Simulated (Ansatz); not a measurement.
# Changed inputs in constrained RPA: KRuO3 (cubic perovskite) (Pm-3m), part 2 of 2

Wanted: the sensitivity and cost of U and J for KRuO3 (cubic perovskite) (Pm-3m).

Ansatz 0.2.0; constrained RPA on LDA, plane waves, PAW.

So far. Step 3 (Changed: 2×2×2 mesh): On the Ru d shell, screening brings the on-site interaction from 17.5 eV down to U = 9.02 eV. Step 5 (Changed: accuracy low): On the Ru d shell, screening brings the on-site interaction from 17.4 eV down to U = 8.99 eV.

The structure was built from a prototype and need not be the compound's stable phase.

**6. Changed: orbitals of another atom**

input.yaml

```yaml
crystal:
  lattice:
    - [0.0, -3.81486053, 0.0]
    - [0.0, 0.0, 3.81486053]
    - [-3.81486053, 0.0, 0.0]
  atoms:
    - { symbol: K, position: [0.0, 0.0, 0.0] }
    - { symbol: Ru, position: [0.5, 0.5, 0.5] }
    - { symbol: O, position: [0.5, 0.5, 0.0] }
    - { symbol: O, position: [0.5, 0.0, 0.5] }
    - { symbol: O, position: [0.0, 0.5, 0.5] }
kpoints:
  mp_grid: { grid: [8, 8, 8] }
hamiltonian:
  xc: lda
scf:
  occupations: { method: gaussian, width: 0.08 }
  n_extra_bands: 19
  max_iter: 150
  lower_state_search: "off"
output:
  crpa:
    kmesh: [4, 4, 4]
    target_bands: [v11, c3]
    projections: [{ species: O, l: p }]
```

Started as:

```
$ ansatz run input.yaml --threads 4 --pin off --max-ram 9216MiB --backend cpu --events-out ev --progress --plain --runs-dir out
```

Numbers of over 12 decimals in the logs are rounded to 6 here.

The program printed:

```text
Error: invalid value for `output.crpa.projections`: 9 orbital(s) selected but the target window spans 14 band(s); name one orbital per band of it
```

Wall time 0.1 s (4 threads of Arm Neoverse V2, shared host); peak memory 0.085 GiB.

The input was rejected at the start.

The program's message: “Error: invalid value for `output.crpa.projections`: 9 orbital(s) selected but the target window spans 14 band(s); name one orbital per band of it”

The fault put into this input: trial orbitals that do not match the target bands.

**7. Changed: r2SCAN**

This step: constrained RPA on r2SCAN, plane waves, PAW.

input.yaml: that of step 6 with these lines changed.

```diff
@@ -14,3 +14,3 @@
 hamiltonian:
-  xc: lda
+  xc: r2scan
 scf:
@@ -24,2 +24,2 @@
     target_bands: [v11, c3]
-    projections: [{ species: O, l: p }]
+    projections: [{ species: Ru, l: d, shell: 4 }, { species: O, l: p, shell: 2 }]
```

The program printed:

```text
[...]
Crystal: 5 atoms, lattice volume = 55.518 Å³
Basis set: ecut = 500 eV, 1365 PW (Γ), exchange–correlation on 120×120×120 points (64 copies of the dense FFT grid, shifted against one another)
Bands: 41, of which v1, the nominal top of the filled ones, is band 22 counted from 1 (21 counted from 0)
Symmetry: 48 space group operations
[...]
k-points: 35 of 512
[...]
screened: U = 9.5389 eV, U' = 7.9954 eV, J = 0.7824 eV
      screened, to within: U = 1.8e-2 eV, U' = 1.8e-2 eV, J = 1.3e-3 eV
      bare: V = 19.8937 eV, V' = 17.9703 eV, J = 0.9714 eV
    Site 4, 2P, 3 of 3 p orbitals (Wannier functions 12, 13, 14; wannier90's mr 1, 2, 3):
      screened: U = 9.5389 eV, U' = 7.9954 eV, J = 0.7824 eV
      screened, to within: U = 1.8e-2 eV, U' = 1.8e-2 eV, J = 1.3e-3 eV
      bare: V = 19.8937 eV, V' = 17.9703 eV, J = 0.9714 eV
[...]
[key lines of the parts left out:]
SCF converged after 8 iterations
Free energy (F): -9137.604391 eV
Fermi energy:    11.360684 eV
```

It took 3.3 min on 4 threads; peak memory 0.81 GiB.

Numbers from this step:

* U: 9.594 eV
* U prime (inter-orbital): 8.503 eV
* J: 0.5447 eV
* bare V: 17.59 eV
* bare J: 0.6874 eV
* stated bound on U: 0.01778 eV
* U over bare V: 0.5454
* electrons in the window: 21.00
* head of the constrained inverse dielectric matrix: 0.4568
* least eigenvalue of the projection's overlap: 0.7639
* target functions: 14
* bands in the sums: 50
* width of the target bands: 15.89 eV
* weight of the projected orbitals in the window: 0.9474

On the Ru d shell, screening brings the on-site interaction from 17.6 eV down to U = 9.59 eV.

**8. Changed: potentials**

This step: constrained RPA on LDA, plane waves, PAW.

input.yaml: that of step 7 with these lines changed.

```diff
@@ -14,3 +14,4 @@
 hamiltonian:
-  xc: r2scan
+  xc: lda
+  pseudopotentials: { kind: paw, source: ansatz }
 scf:
```

The program printed:

```text
[...]
Crystal: 5 atoms, lattice volume = 55.518 Å³
Basis set: ecut = 930 eV, 3575 PW (Γ)
Bands: 41, of which v1, the nominal top of the filled ones, is band 22 counted from 1 (21 counted from 0)
Symmetry: 48 space group operations
[...]
k-points: 35 of 512
[...]
screened: U = 8.9123 eV, U' = 7.4028 eV, J = 0.7638 eV
      screened, to within: U = 1.5e-2 eV, U' = 1.5e-2 eV, J = 1.1e-3 eV
      bare: V = 19.7667 eV, V' = 17.8655 eV, J = 0.9582 eV
    Site 4, 2P, 3 of 3 p orbitals (Wannier functions 12, 13, 14; wannier90's mr 1, 2, 3):
      screened: U = 8.9123 eV, U' = 7.4028 eV, J = 0.7638 eV
      screened, to within: U = 1.5e-2 eV, U' = 1.5e-2 eV, J = 1.1e-3 eV
      bare: V = 19.7667 eV, V' = 17.8655 eV, J = 0.9582 eV
[...]
[key lines of the parts left out:]
SCF converged after 9 iterations
Free energy (F): -8920.068758 eV
Fermi energy:    11.294573 eV
```

It took 7 min on 4 threads; peak memory 1.2 GiB.

This step gave:

- U: 9.027 eV
- U prime (inter-orbital): 7.965 eV
- J: 0.5276 eV
- bare V: 17.36 eV
- bare J: 0.6730 eV
- stated bound on U: 0.01095 eV
- U over bare V: 0.5199
- electrons in the window: 21
- head of the constrained inverse dielectric matrix: 0.4270
- least eigenvalue of the projection's overlap: 0.7490
- target functions: 14
- bands in the sums: 50
- width of the target bands: 15.26 eV
- weight of the projected orbitals in the window: 0.9432

On the Ru d shell, screening brings the on-site interaction from 17.4 eV down to U = 9.03 eV.

**9. Side by side**

Times are wall times on 4 threads of Arm Neoverse V2, shared host, good to a factor of about two.

```csv
run,bare V (eV),U (eV),J (eV),bound on U (eV),width (eV),time
target window,17.36,9.030,0.530,0.0158,15.25,2.2 min
2×2×2 mesh,17.53,9.017,0.535,0.0142,15.25,11 s
accuracy low,17.36,8.991,0.529,0.1785,15.25,59 s
r2SCAN,17.59,9.594,0.545,0.0178,15.89,3.3 min
potentials,17.36,9.027,0.528,0.0110,15.26,7 min
```

**10. Outcome**

```yaml
target_window: U 9.03 eV, J 0.53 eV
2x2x2_mesh: U 9.02 eV, J 0.53 eV
accuracy_low: U 8.99 eV, J 0.53 eV
r2scan: U 9.59 eV, J 0.54 eV
potentials: U 9.03 eV, J 0.53 eV
```

What this shows: 2×2×2 mesh moves U by −0.01 eV (within the solver's bounds, for the mean over orbitals) at 0.088 times the time. Accuracy low moves U by −0.04 eV (within the solver's bounds, for the mean over orbitals) at 0.45 times the time. r2SCAN moves U by +0.56 eV. Potentials moves U by −0.003 eV (within the solver's bounds, for the mean over orbitals) at 3.2 times the time. The printed bound covers the solver alone, not the mesh, and no denser mesh than the base was run. The parent state is non-magnetic and the interaction static (zero frequency); U depends on the window and the orbitals, so it belongs to this model alone. A window that holds the anion p bands defines a model with explicit ligands; its U belongs to that model and is not the U of DFT+U.

[Paths, hosts, dates, memory and timing lines, banners, echoed tables and standing remarks are left out of the program output.]

[Logs are printed without paths, hosts, clocks, repeated set-up lines and the standing remarks that a program may print on its own settings, such as how far it seeks lower states.]

[Runs of the session that timed out or met a known fault of the program may be left out.]

[Hosts, paths, dates, database ids (printed as entryN), source tags and the programs' standing remarks are cut or masked in the printed files.]
